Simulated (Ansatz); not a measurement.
# Pd(111) with 4 thermally displaced layers, 2x2: scattering by thermal displacements

How much do lattice vibrations at 500 K scatter the electrons of Pd? Layers with random displacements are laid between perfect leads, and the resistance is followed against their length. The measured value for the pure metal at this temperature is 17.94 µΩ cm (CRC Handbook of Chemistry and Physics, 84th ed., 2003, Electrical Resistivity of Pure Metals).

Method: Ansatz plane-wave DFT, PBE, PAW files; ballistic transport by layer matching (Landauer), zero bias; PAW set soft_1, in Ansatz 0.2.0.

Report form: the programs' logs are mostly left out.

## (1) The structure

The cell holds 40 atoms: 40 Pd. Its edges and angles: a = 5.501 Å, b = 5.501 Å, c = 22.514 Å, α = 93.5°, β = 86.5°, γ = 120.0°. It derives from Pd. Regions: lead, 24 atoms (24 Pd); scattering region, 16 atoms (16 Pd). The structure is stacked along c, and the current runs across the ab planes.

## (2) With 4 displaced layers

Each atom of 4 layers is moved at random, by amounts drawn from a normal law 0.0958 Å wide in each direction from the Debye model (274 K) at 500 K. The layers about the cell's end stay perfect and serve as the lead. Disorder leaves little or no symmetry, which makes such runs dear. Energies from -0.05 to 0.05 eV in steps of 0.05 eV are too few for the program's thermal sum, so it prints no conductance; for a metal the transmission near the Fermi level serves, at a fraction of the cost.

input.yaml

```yaml
crystal:
  lattice:
    - [5.5010079149, 0.0, 0.0]
    - [-2.7505039575, 4.7640126007, 0.0]
    - [1.3752519787, -0.7940021001, 22.4577707709]
  atoms:
    - { symbol: Pd, position: [0.9916666667, 0.0083333333, 0.05] }
    - { symbol: Pd, position: [0.9916666667, 0.5083333333, 0.05] }
    - { symbol: Pd, position: [0.4916666667, 0.0083333333, 0.05] }
    - { symbol: Pd, position: [0.4916666667, 0.5083333333, 0.05] }
    - { symbol: Pd, position: [0.1416666667, 0.3583333333, 0.15] }
    - { symbol: Pd, position: [0.1416666667, 0.8583333333, 0.15] }
    - { symbol: Pd, position: [0.6416666667, 0.3583333333, 0.15] }
    - { symbol: Pd, position: [0.6416666667, 0.8583333333, 0.15] }
[... 28 atom lines left out ...]
    - { symbol: Pd, position: [0.8416666667, 0.1583333333, 0.95] }
    - { symbol: Pd, position: [0.8416666667, 0.6583333333, 0.95] }
    - { symbol: Pd, position: [0.3416666667, 0.1583333333, 0.95] }
    - { symbol: Pd, position: [0.3416666667, 0.6583333333, 0.95] }
kpoints:
  mp_grid: { grid: [5, 5, 1] }
hamiltonian:
  xc: pbe
  pseudopotentials: { kind: paw, azcp: { folder: soft_1 } }
scf:
  occupations: { method: fermi_dirac, width: 0.1 }
output:
  transmission:
    leads: [[0, 4]]
    kmesh: [10, 10]
    e_range: [-0.05, 0.05]
    de: 0.05
  write_potential: true
  write_density: true
  volumetric_format: npy
  elf: true
```

Command:

```sh
ansatz run input.yaml --threads 4 --pin off --max-ram 15360MiB --backend cpu --events-out ev --progress --plain --runs-dir out
```

Run time: 8.9 min. Hardware: 4 threads of Arm Neoverse V1, shared host; peak memory 5.5 GiB.

This step gave:

| Quantity | Value |
| --- | --- |
| free energy | -278914.9948 eV |
| energy at zero smearing | -278913.7925 eV |
| Fermi energy | 19.75 eV |
| cell area | 26.21 Å² |
| transmission per spin nearest the Fermi level | 3.861 |
| open channels per spin nearest the Fermi level | 5.23 |
| step of the lead's potential | 15.9 meV |

Per spin. The transmission, zone mean by energy, zero at the Fermi level:

```tsv
energy (eV)	transmission, zone mean
-0.0500	4.30
0.0000	3.86
0.0500	3.49
```

Per spin. Open channels, zone mean, lead against energy, zero at the Fermi level:

```tsv
energy (eV)	open channels, zone mean, lead
-0.0500	6.25
0.0000	5.23
0.0500	4.49
```

Transmission over k1 and k2. At 0.0000 eV from the Fermi level.

Values, 10 rows by 10 columns:
```
3.48 5.25 3.90 4.08 4.48 5.53 3.39 3.59 2.52 3.68
3.25 3.92 3.94 4.08 4.29 3.73 4.34 3.30 1.95 1.67
3.44 3.77 3.99 4.32 3.11 4.35 4.03 3.98 3.41 3.60
3.37 4.56 3.87 3.39 3.87 3.80 3.16 4.15 4.07 3.62
6.43 4.75 3.81 4.28 4.33 4.11 4.33 4.28 3.81 4.75
3.37 3.62 4.07 4.15 3.16 3.80 3.87 3.39 3.87 4.56
3.44 3.60 3.41 3.98 4.03 4.35 3.11 4.32 3.99 3.77
3.25 1.67 1.95 3.30 4.34 3.73 4.29 4.08 3.94 3.92
3.48 3.68 2.52 3.59 3.39 5.53 4.48 4.08 3.90 5.25
6.43 3.42 3.16 3.46 3.76 6.76 3.76 3.46 3.16 3.42
```
Columns: k1 (b1) from -0.5 to 0.4; rows upwards: k2 (b2) from -0.5 to 0.4.

Open channels over k1 and k2. At 0.0000 eV from the Fermi level.

Values, 10 rows by 10 columns:
```
 5.0  8.0  6.0  5.0  6.0  8.0  5.0  4.0  3.0  4.0
 4.0  6.0  5.0  5.0  5.0  5.0  6.0  4.0  3.0  3.0
 4.0  5.0  5.0  5.0  4.0  5.0  5.0  5.0  4.0  4.0
 5.0  6.0  5.0  4.0  7.0  7.0  4.0  5.0  6.0  5.0
10.0  8.0  5.0  5.0  7.0  7.0  7.0  5.0  5.0  8.0
 5.0  5.0  6.0  5.0  4.0  7.0  7.0  4.0  5.0  6.0
 4.0  4.0  4.0  5.0  5.0  5.0  4.0  5.0  5.0  5.0
 4.0  3.0  3.0  4.0  6.0  5.0  5.0  5.0  5.0  6.0
 5.0  4.0  3.0  4.0  5.0  8.0  6.0  5.0  6.0  8.0
10.0  5.0  4.0  4.0  5.0 10.0  5.0  4.0  4.0  5.0
```
Columns: k1 (b1) from -0.5 to 0.4; rows upwards: k2 (b2) from -0.5 to 0.4.

Electrostatic potential energy in the ca plane at fractional y = 0.546, with atoms of Pd within 0.2 Å of it. With pseudopotentials it is smooth inside the atoms' cores, unlike the true potential.

Ten even steps from '0' (-34 eV) to '9' (23 eV), each cell a mean:
```
99999999998200048998999999999830016886579999
99999999998300058999999999999720005899999999
78999877899742479987899999999841016999999999
67899755799987899743589999999975468987789999
77899755799999999621369988899999899863368999
88999877899988999732379988899999999830037999
99999999999744689865689999999999999840027999
99999999998300269998999999999986578864358999
99999999997200059999999999999852137998789999
88999988998300159999999999999851026999999999
77899766899743589988999999999963137998999999
67899745799988899866799998899987678875579999
88999766799988999633589987899999899841148999
99999988999755689743589987899998899730027999
99999999998400268866799998999974468852137999
```
Columns run along c (16.0 Å, from fractional 0.14 to 0.86 of the cell; values clipped at the 3rd and 97th percentile), rows up along a (5.5 Å). Atoms in or near the plane, at fractional coordinates: Pd at (0.35, 0.94), Pd at (0.35, 0.41), Pd at (0.66, 0.90).

Valence density in the ca plane at fractional y = 0.546, with atoms of Pd within 0.2 Å of it. It is the smooth field of the valence electrons, not physical close to the nuclei.

Values in units of 1e0 e/Å³, 8 rows by 16 columns, each cell a mean:
```
0.3 0.2 0.3 0.4 9.2 5.1 0.4 0.3 0.2 0.3 0.5 9.1 3.0 0.7 0.5 0.2
0.7 0.3 1.1 0.3 2.0 1.3 0.8 0.9 0.2 0.3 0.3 5.2 1.9 0.4 0.2 0.3
0.7 0.4 1.4 0.4 0.3 0.2 2.4 3.2 0.3 0.5 0.2 0.3 0.3 3.2 1.7 0.3
0.3 0.2 0.4 0.3 2.7 1.2 0.8 1.1 0.3 0.4 0.2 0.4 0.4 4.8 2.9 0.3
0.3 0.2 0.3 0.4 9.9 4.7 0.2 0.2 0.2 0.2 0.3 4.2 1.6 0.7 0.5 0.2
0.7 0.3 1.1 0.4 3.3 1.8 0.3 0.3 0.2 0.3 0.3 4.2 1.8 0.4 0.2 0.3
0.7 0.4 1.4 0.4 0.4 0.3 1.5 1.2 0.3 0.6 0.2 0.5 0.4 3.2 1.7 0.3
0.3 0.2 0.4 0.3 4.0 2.0 1.2 1.1 0.3 0.5 0.3 1.4 0.6 4.8 2.9 0.3
```
Columns run along c (16.0 Å, from fractional 0.14 to 0.86 of the cell), rows up along a (5.5 Å). Atoms in or near the plane, at fractional coordinates: Pd at (0.35, 0.94), Pd at (0.35, 0.41), Pd at (0.66, 0.90).

ELF in the ca plane at fractional y = 0.546, with atoms of Pd within 0.2 Å of it. It is the smooth field of the valence electrons, not physical close to the nuclei.

Ten even steps from '0' (0.15) to '9' (0.44), each cell a mean:
```
11000012213942672222100011111397685236752111
11100111112864772222100011221485377222210011
43111354211588841234310011111288686221100001
65312578511134311489831112110147863124421011
55211588510111111798961123210002221268982111
22111355311122111599951123210000111498795111
11000111111588621257631112110012211388795111
11000011213976961112100011110148752258983111
11000011214842671221000001111179895223421111
22111232113975871111000001110288796221110001
55211466311588731122100011110169995212210001
65312588511133211467510122210026652246751111
44211477411122222699721134410011222388994111
11100133111478622698721124310013322498695111
11000011112987862356411112211169863378894111
```
Columns run along c (16.0 Å, from fractional 0.14 to 0.86 of the cell), rows up along a (5.5 Å). Atoms in or near the plane, at fractional coordinates: Pd at (0.35, 0.94), Pd at (0.35, 0.41), Pd at (0.66, 0.90).

Over the solved energies the transmission per spin lies between 3.49 and 4.30, out of 5.32 channels of the lead on average (up to 6.25).

## (3) With 8 displaced layers

Each atom of 8 layers is moved at random, by amounts drawn from a normal law 0.0958 Å wide in each direction from the Debye model (274 K) at 500 K. A fresh draw is used; the growth of the resistance with length is what counts.

System of this step: Pd(111) with 8 thermally displaced layers, 2x2. The cell holds 56 atoms: 56 Pd. Its edges and angles: a = 5.501 Å, b = 5.501 Å, c = 31.481 Å, α = 87.5°, β = 92.5°, γ = 120.0°. It derives from Pd. Regions: lead, 24 atoms (24 Pd); scattering region, 32 atoms (32 Pd). The structure is stacked along c, and the current runs across the ab planes.

input.yaml

```yaml
crystal:
  lattice:
    - [5.5010079149, 0.0, 0.0]
    - [-2.7505039575, 4.7640126007, 0.0]
    - [-1.3752519787, 0.7940021001, 31.4408790793]
  atoms:
    - { symbol: Pd, position: [0.005952381, 0.994047619, 0.0357142857] }
    - { symbol: Pd, position: [0.005952381, 0.494047619, 0.0357142857] }
    - { symbol: Pd, position: [0.505952381, 0.994047619, 0.0357142857] }
    - { symbol: Pd, position: [0.505952381, 0.494047619, 0.0357142857] }
    - { symbol: Pd, position: [0.1845238095, 0.3154761905, 0.1071428571] }
    - { symbol: Pd, position: [0.1845238095, 0.8154761905, 0.1071428571] }
    - { symbol: Pd, position: [0.6845238095, 0.3154761905, 0.1071428571] }
    - { symbol: Pd, position: [0.6845238095, 0.8154761905, 0.1071428571] }
[... 44 atom lines left out ...]
    - { symbol: Pd, position: [0.3273809524, 0.1726190476, 0.9642857143] }
    - { symbol: Pd, position: [0.3273809524, 0.6726190476, 0.9642857143] }
    - { symbol: Pd, position: [0.8273809524, 0.1726190476, 0.9642857143] }
    - { symbol: Pd, position: [0.8273809524, 0.6726190476, 0.9642857143] }
kpoints:
  mp_grid: { grid: [5, 5, 1] }
hamiltonian:
  xc: pbe
  pseudopotentials: { kind: paw, azcp: { folder: soft_1 } }
scf:
  occupations: { method: fermi_dirac, width: 0.1 }
output:
  transmission:
    leads: [[0, 4]]
    kmesh: [10, 10]
    e_range: [-0.05, 0.05]
    de: 0.05
  write_potential: true
  write_density: true
  volumetric_format: npy
```

The job ended after 17 min (4 threads; peak memory 9.4 GiB; 65 min of CPU time).

Numbers from this step:

| Property | Result |
| --- | --- |
| free energy | -390479.1112 eV |
| energy at zero smearing | -390477.4355 eV |
| Fermi energy | 19.77 eV |
| transmission per spin nearest the Fermi level | 2.830 |
| step of the lead's potential | 7 meV |

Per spin. Transmission, zone mean against energy, zero at the Fermi level:

```tsv
energy (eV)	transmission, zone mean
-0.0500	3.09
0.0000	2.83
0.0500	2.52
```

Over the solved energies the transmission per spin lies between 2.52 and 3.09, out of 5.25 channels of the lead on average (up to 6.13).

## (4) With 12 displaced layers

Each atom of 12 layers is moved at random, by amounts drawn from a normal law 0.0958 Å wide in each direction from the Debye model (274 K) at 500 K. A fresh draw is used; the growth of the resistance with length is what counts.

System of this step: Pd(111) with 12 thermally displaced layers, 2x2. The cell holds 72 atoms: 72 Pd. Its edges and angles: a = 5.501 Å, b = 5.501 Å, c = 40.424 Å, α = 90.0°, β = 90.0°, γ = 120.0°. It derives from Pd. Regions: lead, 24 atoms (24 Pd); scattering region, 48 atoms (48 Pd). The structure is stacked along c, and the current runs across the ab planes.

input.yaml

```yaml
crystal:
  lattice:
    - [5.5010079149, 0.0, 0.0]
    - [-2.7505039575, 4.7640126007, 0.0]
    - [0.0, 0.0, 40.4239873877]
  atoms:
    - { symbol: Pd, position: [0.0, 0.0, 0.0277777778] }
    - { symbol: Pd, position: [0.0, 0.5, 0.0277777778] }
    - { symbol: Pd, position: [0.5, 0.0, 0.0277777778] }
    - { symbol: Pd, position: [0.5, 0.5, 0.0277777778] }
    - { symbol: Pd, position: [0.1666666667, 0.3333333333, 0.0833333333] }
    - { symbol: Pd, position: [0.1666666667, 0.8333333333, 0.0833333333] }
    - { symbol: Pd, position: [0.6666666667, 0.3333333333, 0.0833333333] }
    - { symbol: Pd, position: [0.6666666667, 0.8333333333, 0.0833333333] }
[... 60 atom lines left out ...]
    - { symbol: Pd, position: [0.3333333333, 0.1666666667, 0.9722222222] }
    - { symbol: Pd, position: [0.3333333333, 0.6666666667, 0.9722222222] }
    - { symbol: Pd, position: [0.8333333333, 0.1666666667, 0.9722222222] }
    - { symbol: Pd, position: [0.8333333333, 0.6666666667, 0.9722222222] }
kpoints:
  mp_grid: { grid: [5, 5, 1] }
hamiltonian:
  xc: pbe
  pseudopotentials: { kind: paw, azcp: { folder: soft_1 } }
scf:
  occupations: { method: fermi_dirac, width: 0.1 }
output:
  transmission:
    leads: [[0, 4]]
    kmesh: [10, 10]
    e_range: [-0.05, 0.05]
    de: 0.05
  write_potential: true
  write_density: true
  volumetric_format: npy
```

It took 29 min on 4 threads; peak memory 8.2 GiB; 1.8 h of CPU time.

Numbers from this step:

```
free energy                                   : -502042.5936 eV
energy at zero smearing                       : -502040.4444 eV
transmission per spin nearest the Fermi level : 2.182
step of the lead's potential                  : 14.4 meV
```

Per spin. Table of transmission, zone mean by energy, zero at the Fermi level:

```tsv
energy (eV)	transmission, zone mean
-0.0500	2.29
0.0000	2.18
0.0500	1.99
```

Over the solved energies the transmission per spin lies between 1.99 and 2.29, out of 5.33 channels of the lead on average (up to 6.25).

## (5) Resistance against length

This step: Ansatz plane-wave DFT, PBE, PAW files; ballistic transport by layer matching (Landauer), zero bias; resistivity from the slope of the area resistance; PAW set soft_1 (Ansatz 0.2.0).

This step gave:

- resistivity: 38.99 µΩ cm
- intercept: -0.1238 fΩ m²
- scatter about the fit: 0.01283 fΩ m²

Resistance, by row:

```tsv
run	length (Å)	T	channels N	RA (fΩ m²)
n4	8.983	3.884	5.323	0.2355
n8	17.97	2.812	5.25	0.5585
n12	26.95	2.154	5.33	0.936
```

Table of area resistance by length of the displaced region:

```tsv
length of the displaced region (Å)	area resistance (fΩ m²)
8.98	0.236
17.97	0.559
26.95	0.936
```

The area resistance goes from 0.24 to 0.94 fΩ m² between 9.0 and 26.9 Å, a slope of 39 µΩ cm.

By hand from the end points: (0.9360 − 0.2355) fΩ m² / (26.95 − 8.98) Å = 39 µΩ cm, since 1 fΩ m² per Å is 1000 µΩ cm.

## (6) Outcome

| Quantity | Value |
| --- | --- |
| resistivity from the slope | 39.0 µΩ cm |
| area resistance over 8.98 Å | 0.236 fΩ m² |
| area resistance over 18.0 Å | 0.559 fΩ m² |
| area resistance over 26.9 Å | 0.936 fΩ m² |

The slope gives 39 µΩ cm. The points scatter by 0.013 fΩ m² about the line, with one random draw a length in a 2x2 cell, so the slope is a rough value. The mean square of the displacements drawn is 0.78, 0.99 and 1.2 of the nominal one at the three lengths; with each resistance scaled back by that, the slope is 27 µΩ cm, the value used below. The lead's own channel count moves between the runs (5.32, 5.25 and 5.33), which shifts RA and the slope too. Read with a model of isotropic scattering on a spherical Fermi surface and the lead's 1.6×10¹⁵ S/m², this slope means a mean free path near 18 Å; over these lengths the model's slope is within 3 % of its bulk resistivity. Uncorrelated displacements put too much weight on short waves, which scatter strongly; with the sideways repeat of a small cell, one draw and three short lengths, the method is good to a factor of two or three. The measured value is 17.94 µΩ cm (CRC Handbook of Chemistry and Physics, 84th ed., 2003, Electrical Resistivity of Pure Metals); the scaled slope is 1.5 times that: clearly high.

[Logs are printed without paths, hosts, clocks, repeated set-up lines and the standing remarks that a program may print on its own settings, such as how far it seeks lower states.]

[Hosts, paths, dates, database ids (printed as entryN), source tags and the programs' standing remarks are cut or masked in the printed files.]
